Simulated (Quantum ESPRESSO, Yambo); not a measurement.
# Quasiparticle gap of TiO2 (Rutile) in Yambo, part 3 of 3

How does a plane-wave GW calculation on TiO2 (Rutile) run from the first input to the gap?

Quantum ESPRESSO 7.5 and Yambo 5.3.0; PBE and many-body steps on it, plane waves. Known limits of the many-body steps: not at the basis limit.

So far. Step 3 (Bands along the symmetry lines): The gap is 1.917 eV, as in the run before at this level. Step 4 (Empty states on the mesh, 4×4×6 mesh, 284 bands): On this mesh the gap is 1.917 eV.

## 6. Screening and self-energy, 4×4×6 mesh, 284 bands, screening to 204.1 eV

G0W0 replaces the xc potential by the self-energy, built once from these orbitals. Only a window of levels is corrected, while the sums run over the empty bands that the input names.

This step: G0W0 on PBE, plane waves, norm-conserving pseudopotentials.

Contents of gw3.in:

```
HF_and_locXC
gw0
dyson
ppa
em1d
rim_cut
RandQpts= 1000000
RandGvec= 1 RL
EXXRLvcs= 76 Ry
VXCRLvcs= 304 Ry
Chimod= "HARTREE"
% BndsRnXp
 1 | 284 |
%
NGsBlkXp= 15 Ry
% LongDrXp
 1 | 1 | 1 |
%
% GbndRnge
 1 | 284 |
%
DysSolver= "n"
ExtendOut
PPAPntXp= 27.21138 eV
% QPkrange
 1 | 1 | 23 | 26 |
%
```

The run is started by

```sh
$ OMP_NUM_THREADS=1 mpirun -n 4 yambo -F gw3.in -J gw3 -C gw3 > gw3.log
```

The log of the run:

```text
 Yambo, version 5.3.0

 [02] CORE Variables Setup
 =========================

  [... cell, symmetries and grids as in the set-up ...]

  [02.05] Energies & Occupations
  ==============================

  [X] === General ===
  [X] Electronic Temperature                        :  0.000000  0.000000 [eV K]
  [X] Bosonic    Temperature                        :  0.000000  0.000000 [eV K]
  [X] Finite Temperature mode                       : no
  [X] El. density                                   :  0.76964E+24 [cm-3]
  [X] Fermi Level                                   :  9.160422 [eV]

  [X] === Gaps and Widths ===
  [X] Conduction Band Min                           :  1.916629 [eV]
  [X] Valence Band Max                              :  0.000000 [eV]
  [X] Filled Bands                                  :  24
  [X] Empty Bands                                   :   25  284
  [X] Direct Gap                                    :  1.916629 [eV]
  [X] Direct Gap localized at k                     :  1
  [X] Indirect Gap                                  :  1.916629 [eV]
  [X] Indirect Gap between kpts                     :  1  1
  [X] Last valence band width                       :  1.613132 [eV]
  [X] 1st conduction band width                     :  1.090840 [eV]

 [03] Transferred momenta grid and indexing
 ==========================================

 IBZ Q-points                                      :  28
 BZ  Q-points                                      :   96

 K/Q-points units:
 rlu = crystal or reduced units; cc = cartesian coordinates; iku = interal k-units

 Q [ 1]         [rlu]:  0.000000  0.000000  0.000000
 Q [ 2]         [rlu]:  0.000000  0.000000  0.166667
 Q [ 3]         [rlu]:  0.000000  0.000000  0.333333
 Q [ 4]         [rlu]:  0.000000  0.000000 -0.500000
 Q [ 5]         [rlu]:  0.000000  0.250000  0.000000
 Q [ 6]         [rlu]:  0.000000  0.250000  0.166667
 Q [ 7]         [rlu]:  0.000000  0.250000  0.333333
 Q [ 8]         [rlu]:  0.000000  0.250000 -0.500000
 Q [ 9]         [rlu]:  0.000000 -0.500000  0.000000
 Q [10]         [rlu]:  0.000000 -0.500000  0.166667
     [... 16 further rows ...]
 Q [27]         [rlu]: -0.250000  0.250000 -0.333333
 Q [28]         [rlu]: -0.250000  0.250000  0.500000

 [04] Coloumb potential Random Integration (RIM)
 ===============================================

  [04.01] RIM initialization
  ==========================

  * Diagonal components only detected *

  8 x (sBL volume)        :  0.049115 [a.u.]
  sBZ random points       :  1000000
  Points outside the sBZ  :   7992674
  RL volume               :  0.589375 [a.u.]
  Integrated volume       :  0.589915 [a.u.]

  [04.02] RIM integrals
  =====================

  Gamma point sphere radius             :  0.066428 [a.u.]
  Points outside the sphere             :   799783
  [Int_sBZ(q=0) 1/q^2]*(Vol_sBZ)^(-1/3) =:  7.677029
                                 should be <:  7.795600

  Summary of Coulomb integrals for non-metallic bands |Q|[au] RIM/Bare

  Q [1] 0.100000E-4 0.984790 * Q [5] 0.181009 1.043104
  Q [2] 0.187378 1.065409 * Q [25] 0.255985 1.045688
  Q [13] 0.255985 1.045781 * Q [6] 0.260528 1.051772
  Q [26] 0.317237 1.034933 * Q [14] 0.317237 1.036010
  Q [9] 0.362018 1.018051 * Q [3] 0.374757 1.023161
  Q [17] 0.404748 1.016534 * Q [10] 0.407637 1.017887
  Q [7] 0.416181 1.019845 * Q [18] 0.446018 1.015563
  Q [15] 0.453841 1.017069 * Q [27] 0.453841 1.016148
  Q [21] 0.511971 1.011276 * Q [11] 0.521056 1.012664
  Q [22] 0.545183 1.010633 * Q [19] 0.551601 1.011359
  Q [4] 0.562135 1.010553 * Q [8] 0.590559 1.009615
  Q [28] 0.617677 1.009626 * Q [16] 0.617677 1.008790
  Q [23] 0.634474 1.008620 * Q [12] 0.668620 1.007716
  Q [20] 0.692689 1.007148 * Q [24] 0.760336 1.006109

 [05] Dipoles
 ============

  [05.01] Setup: observables and procedures
  =========================================

  [WARNING] [x,Vnl] slows the Dipoles computation. To neglect it rename the ns.kb_pp file

 [06] Dynamic Dielectric Matrix (PPA)
 ====================================

 [WR./gw3//ndb.pp]---------------------------------------------------------------
  Brillouin Zone Q/K grids (IBZ/BZ)                :   28   96   28   96
  RL vectors                                       :   6025 [WF]
  Coulomb cutoff potential                         : none
  Electronic Temperature                           :  0.000000 [K]
  Bosonic    Temperature                           :  0.000000 [K]
  PPA    diel. fun.  energies                      : Perdew, Burke & Ernzerhof(X)+Perdew, Burke & Ernzerhof(C)
  wavefunctions                                    : Perdew, Burke & Ernzerhof(X)+Perdew, Burke & Ernzerhof(C)
  Global Gauge                                     : length
  X matrix size                                    :   439
  X band range                                     :    1  284
  X e/h energy range                               : -1.000000 -1.000000 [eV]
  X Time ordering                                  : R
  X Hxc Kernel                                     : HARTREE
  X Drude frequency                                :  0.000000  0.000000
  X poles                                          :  100.0000 [o/o]
  RL vectors in the sum                            :   6025
  [r,Vnl] included                                 : yes
  Field direction                                  :  0.577350E-5  0.577350E-5  0.577350E-5
  BZ energy Double Grid                            : no
  BZ energy DbGd points                            : 0
  BZ Q point size factor                           : -1.000000
  X Optical Averaged directions                    : none

 [07] Local Exchange-Correlation + Non-Local Fock
 ================================================

 [VXC] Plane waves :   37691
 [EXS] Plane waves :   4695

 QP @ state[ 1 ] K range:  1  1
 QP @ state[ 1 ] b range:  23  26

 [xc] Functional : Perdew, Burke & Ernzerhof(X)+Perdew, Burke & Ernzerhof(C)
 [xc] LIBXC used to calculate xc functional
  PP Number of Atomic Species                      :  2
  NLCC RL compoments                               :   37691
  PP Number of Atomic Species                      :  2
  NLCC RL compoments                               :   37691

 [xc] E_xc :  -28.60621 [Ha]
      E_xc :  -57.21243 [Ry]

  Local XC kind (lXC) : Perdew, Burke & Ernzerhof(X)+Perdew, Burke & Ernzerhof(C)
  Non-Local XC kind (nlXC) : Hartree-Fock

  Corrections @ K [1] :  [eV]
 <23|nlXC|23> = -25.15177  0.36887E-17 <23|lXC|23> = -20.67067 -0.37763E-15
 <24|nlXC|24> = -25.10644 -0.22006E-16 <24|lXC|24> = -20.44719  0.94408E-16
 <25|nlXC|25> = -12.15189 -0.11245E-17 <25|lXC|25> = -20.15405  0.000000
 <26|nlXC|26> = -12.10936 -0.75085E-19 <26|lXC|26> = -19.78077  0.000000

 [08] Dyson equation: Newton solver
 ==================================

  [08.01] G0W0 (W PPA)
  ====================

  [  GW  ] Bands range     :    1  284
  [GW/PPA] G damping       :  0.100000 [eV]

  QP @ state[ 1 ] K range:  1  1
  QP @ state[ 1 ] b range:  23  26

   Sc/G bands                                       :    1  284
   Sc/G damping                                     :  0.100000 ev
   Sc bands terminator                              : no
   Sx RL components                                 :   4695

   QP @ state[ 1 ] K range                          :  1  1
   QP @ state[ 1 ] b range                          :  23  26
   GF energies kind                                 : Perdew, Burke & Ernzerhof(X)+Perdew, Burke & Ernzerhof(C)
   GF WF`s kind                                     : Perdew, Burke & Ernzerhof(X)+Perdew, Burke & Ernzerhof(C)
   Xs energies kind                                 : Perdew, Burke & Ernzerhof(X)+Perdew, Burke & Ernzerhof(C)
   Xs WF`s kind                                     : Perdew, Burke & Ernzerhof(X)+Perdew, Burke & Ernzerhof(C)

 [11] Game Over & Game summary
```

Elapsed: 34 min, on 4 MPI ranks of Arm Neoverse V2, shared host; peak memory 4.4 GiB.

Numbers from this step:

```yaml
g0w0_gap_on_the_points_computed: 3.320 eV
starting_gap_on_the_mesh: 1.917 eV
k_of_the_valence_top: 0, 0, 0
k_of_the_conduction_bottom: 0, 0, 0
least_direct_g0w0_gap_on_the_computed_points: 3.320 eV
z_at_the_valence_top: 0.7542
z_at_the_conduction_bottom: 0.7682
```

The gap on the mesh goes from 1.92 eV to 3.32 eV, a correction of +1.40 eV.

Limits: finite bands, cutoff and mesh. v1 is the top filled band, c1 the lowest empty one. Levels before and after the correction, in eV, zero at the valence-band top of each column:

|  | conduction bottom | valence top |
| --- | --- | --- |
| Kohn-Sham | 1.92 | 0.00 |
| G0W0 | 3.32 | 0.00 |

|  | level | energy (eV) |
| --- | --- | --- |
| Kohn-Sham | Γ v2 | -0.452 |
| Kohn-Sham | Γ v1 | 0.000 |
| Kohn-Sham | Γ c1 | 1.917 |
| Kohn-Sham | Γ c2 | 2.219 |
| G0W0 | Γ v2 | -0.476 |
| G0W0 | Γ v1 | 0.000 |
| G0W0 | Γ c1 | 3.320 |
| G0W0 | Γ c2 | 3.543 |

## 7. Where the time went

Times are wall times on the hardware named with each run, good to a factor of about two.

| step | time | share | memory (GiB) |
| --- | --- | --- | --- |
| ground state | 29 s | 1 % | 0.37 |
| bands along the symmetry lines | 10 s | 0 % | 0.27 |
| empty states on the mesh | 94 s | 4 % | 0.69 |
| conversion and set-up | 2.6 s | 0 % | 0.25 |
| screening and self-energy | 34 min | 94 % | 4.4 |

## 8. Results

```
PBE gap              : 1.92 eV, direct
G0W0 gap on the mesh : 3.32 eV
GW settings          : 4×4×6 mesh, 284 bands, screening to 204.1 eV, Godby-Needs plasmon pole
known limits         : not at the basis limit
```

**Reading.** G0W0 moves the gap on the mesh from 1.92 eV to 3.32 eV (+1.40 eV), with Z of 0.75 and 0.77 at the edges. Only 1 of the mesh's irreducible points was corrected, so a valley elsewhere could overtake. The dearest step here is «screening and self-energy». Against experiment, by G0W0@PBE: the gap of 3.32 eV lies +0.27 eV from the measured 3.05 eV (kind not stated, quoted 2021); the gap of 3.32 eV lies +0.23 eV from the measured 3.09 ± 0.06 eV (indirect, on SiO2 (quartz particles), 2024); the gap of 3.32 eV lies +0.29 eV from the measured 3.03 eV (kind not stated, quoted 2016); the gap of 3.32 eV lies +0.04 eV from the measured 3.28 eV (optical, 2023). An exciton line or allowed optical edge lies below the quasiparticle gap by the binding energy; a forbidden edge can push the onset above it. The calculation has static nuclei and no excitons; a measured gap holds zero-point and thermal motion, which mostly lowers it. Bands and cutoff are finite, so the gap is not at the basis limit. The miss can reach some tenths of an eV and take either sign; the mesh is an error of its own. In the G0W0 run levels were corrected at 1 k point alone, so a gap called «on the mesh» is the least over those, and an edge elsewhere would be missed.

[Paths, hosts, dates, memory and timing lines, banners, echoed tables and standing remarks are left out of the program output.]

[Logs are printed without paths, hosts, clocks, repeated set-up lines and the standing remarks that a program may print on its own settings, such as how far it seeks lower states.]

[Runs of the session that timed out or met a known fault of the program may be left out.]

[Hosts, paths, dates, database ids (printed as entryN), source tags and the programs' standing remarks are cut or masked in the printed files.]
